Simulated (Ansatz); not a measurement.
# Where Zn_Al puts its levels in the gap of AlN (F-43m), part 2 of 2

Wanted: the transition levels of a substitutional impurity in AlN (F-43m), from a cell of 54 host atoms with 1 Al taken out and 1 Zn put in.

Ansatz; place-levels on r2SCAN runs: charge-transition levels and formation energies with image-charge correction and potential alignment at the atomic sites; PAW set soft_1.

So far: Set-up; The runs of each charge state; place-levels, r2SCAN.

**3. place-levels, r2SCAN (continued)**

Levels between the charges placed, in eV above the valence top:

|  | gap (eV) | (+1/0) | (0/−1) |
| --- | --- | --- | --- |
| r2SCAN | 3.92 | 0.04 | 0.77 |

Corrections by state:

| charge | moment (μB) | image terms and alignment (eV) | band filling (eV) | ε used | over the lowest of its charge, as the program ranks them, band filling apart (eV) |
| --- | --- | --- | --- | --- | --- |
| +1 | 2.0 | 0.257 | - | 8.51 | 0.000 |
| 0 | 1.0 | 0.000 | - | - | 0.000 |
| −1 | 0.0 | 0.208 | - | 8.51 | 0.000 |
| +1 | 0.0 | 0.222 | - | 8.51 | 0.084 |

The charged structures listed were also run neutral, and place-levels reads from each pair, by the potential or the spins, how wide the charge is by which they differ; that can be the carrier of either run.

| charge | rms radius (Å) | spread where it is widest against the cell (Å) | wide from (Å) | reading |
| --- | --- | --- | --- | --- |
| +1 | 2.0 | 1.14 | 1.31 | narrow |
| −1 | 2.4 | 1.41 | 1.31 | wide |

The neutral runs of these pairs need not share the spin of the lowest neutral state, and very wide values only mean spread over the cell.

From the program's caveats on the states, each cut to its opening words:

- charge +1 (2 μB): its alignment with the host at atomic sites is doubtful: the mean over the far sites moves by -0.1890 eV from their farther parts to their nearer, more than [...]
- charge +1 (2 μB): the host's ions (past the first shell or, of a walk that freed a part, those that it held) aren't shown at rest: they stand up to 0.049 Å off their sites, 0.94 [...]
- charge +1 (2 μB), 0 (1 μB): flagged: stability check not made
- charge −1: it parts from the run at its places by a charge that spreads by about 1.4 Å along one vector (1.3 Å or more is wide), by its potential at epsilon 4.64, taken [...]
- charge −1: its alignment with the host at atomic sites is doubtful: the mean over the far sites moves by +0.1802 eV from their farther parts to their nearer, more than [...]
- charge +1: it parts from the run at its places by a charge that spreads by about 1.7 Å along one vector (1.3 Å or more is wide), by its potential at epsilon 4.64, taken [...]
- charge +1: its alignment with the host at atomic sites is doubtful: the mean over the far sites moves by -0.1509 eV from their farther parts to their nearer, more than [...]

The host's formation energy from the elements is -1.603 eV per atom; it sets how far the chemical potentials can move.

Limit set by the element alone; other compounds of these elements are not counted. Chemical potentials from the elements' reference states: Al 0.00 eV, N -3.21 eV, Zn 0.00 eV. Formation energy by charge state (Al-rich; gap 3.92 eV):

| charge | at valence top (eV) | at conduction bottom (eV) | correction included (eV) |
| --- | --- | --- | --- |
| +1 | 4.76 | 8.68 | 0.26 |
| 0 | 4.81 | 4.81 | 0.00 |
| −1 | 5.57 | 1.65 | 0.21 |

Fermi level (eV), lowest formation energy (eV) and a bar from the least value:
```
     0.00       4.76 ##############################
     0.36       4.81 ##############################
     0.71       4.81 ##############################
     1.07       4.50 ###########################
     1.42       4.15 ########################
     1.78       3.79 ####################
     2.14       3.43 #################
     2.49       3.08 ##############
     2.85       2.72 ##########
     3.21       2.37 #######
     3.56       2.01 ###
     3.92       1.65
```

Limit set by the element alone; other compounds of these elements are not counted. Chemical potentials from the elements' reference states: N 0.00 eV, Al -3.21 eV, Zn 0.00 eV. Formation energies (N-rich), with the Fermi level at the valence top and at the conduction bottom (gap 3.92 eV):

| charge | at valence top (eV) | at conduction bottom (eV) | correction included (eV) |
| --- | --- | --- | --- |
| +1 | 1.56 | 5.47 | 0.26 |
| 0 | 1.60 | 1.60 | 0.00 |
| −1 | 2.37 | -1.55 | 0.21 |

```csv
Fermi level (eV),lowest formation energy (eV)
0.00,1.56
0.36,1.60
0.71,1.60
1.07,1.30
1.42,0.94
1.78,0.59
2.14,0.23
2.49,-0.13
2.85,-0.48
3.21,-0.84
3.56,-1.20
3.92,-1.55
```

**4. Effect of the sampling**

The relaxations' own energies give the levels at their sampling, for comparison.

The input, levels.relax_mesh.yaml:

```yaml
host:
  run: host.relax.run
states: [qm1.relax.run, q0_M1.relax.run, qp1.relax.run, qp1_M2.relax.run]
chemical_potentials:
  Al:
    energy: -540.418346
    dataset: <sha256 of the dataset>
  Zn:
    energy: -3325.676395
    dataset: "<sha256 of the dataset>"
```

On the command line:

```bash
> ansatz place-levels levels.relax_mesh.yaml -- --threads 4 --pin off --max-ram 7536MiB
```

The log of the run:

```text
(+1/0) 0.235 eV above the valence edge, 3.635 eV under the conduction edge
(0/-1) 0.892 eV above the valence edge, 2.978 eV under the conduction edge
formation energy of charge +1: +4.409 eV with the Fermi level at the valence edge
formation energy of charge 0: +4.645 eV with the Fermi level at the valence edge
formation energy of charge -1: +5.537 eV with the Fermi level at the valence edge
  edges by r2scan, gap 3.870 eV; the host is sampled to repeats of 9.27 Å
[... the lines on each state left out ...]
```

Run time: 0.13 s. Hardware: 4 threads of Arm Neoverse V1, shared host.

Levels between neighbouring charges, in eV above the valence top:

|  | gap (eV) | (+1/0) | (0/−1) |
| --- | --- | --- | --- |
| one point at (¼, ¼, ¼) | 3.87 | 0.24 | 0.89 |
| a 2×2×2 shifted mesh | 3.92 | 0.04 | 0.77 |

Going from one point at (¼, ¼, ¼) to a 2×2×2 shifted mesh moves the levels that carry no band-filling term by up to 0.19 eV and formation energies against the elements by up to 0.35 eV.

**5. Summary of results**

```yaml
gap_of_the_host: 3.92 eV (r2SCAN)
level_plus_1_over_0: 0.04 eV above the valence top
level_0_minus_1: 0.77 eV above the valence top
lowest_of_the_charges_placed_just_above_the_valence_top_0p02_ev: +1
lowest_of_the_charges_placed_just_below_the_conduction_bottom_0p02_ev: −1
lowest_formation_energy_at_mid_gap_of_the_charges_run_al_rich: 3.61 eV
lowest_formation_energy_at_mid_gap_of_the_charges_run_n_rich: 0.41 eV
```

Of the charges placed (−1, 0 and +1), the lowest changes at 0.04 eV (+1/0) and 0.77 eV (0/−1) above the valence top, in a gap of 3.92 eV. (+1/0) lies nearer to a band edge than the share of the finite-size correction in it (0.26 eV), and that correction holds for a localised charge alone. (+1/0) lies 0.04 eV from a band edge, less than the doubt on such levels. Charges above +1 and below −1 were not placed, so these runs say nothing of levels that involve them. States placed: +1 at 2 μB and 0 μB; 0 at 1 μB; −1 at 0 μB. Other spin states or structures, where not listed, weren't placed. Zn is taken at its element; compounds, which aren't counted here, bound the chemical potentials and would shift these formation energies. Going from one point at (¼, ¼, ¼) to a 2×2×2 shifted mesh moves the levels that carry no band-filling term by up to 0.19 eV and formation energies against the elements by up to 0.35 eV. The program doubts the alignment of potentials for at least one state, a sign that the cell is small. Limits: r2SCAN makes the gap too small and tends to spread out bound carriers; where a gas molecule sets a chemical potential or the host's formation energy, its binding is uncorrected; force components of up to 0.51 eV/Å remain in a run at the final settings.

[Logs are printed without paths, hosts, clocks, repeated set-up lines and the standing remarks that a program may print on its own settings, such as how far it seeks lower states.]

[Hosts, paths, dates, database ids (printed as entryN), source tags and the programs' standing remarks are cut or masked in the printed files.]

[Where a table of states has a column of steps, it counts the stored structures, which are thinned; the runs took as many ionic steps or more.]

[A defect's name tells the site on which it was built; relaxed atoms can leave that site.]

[For some hosts the program warned that the k-mesh of the response run may be too coarse for force constants and the static dielectric constant; such warnings are not shown here.]
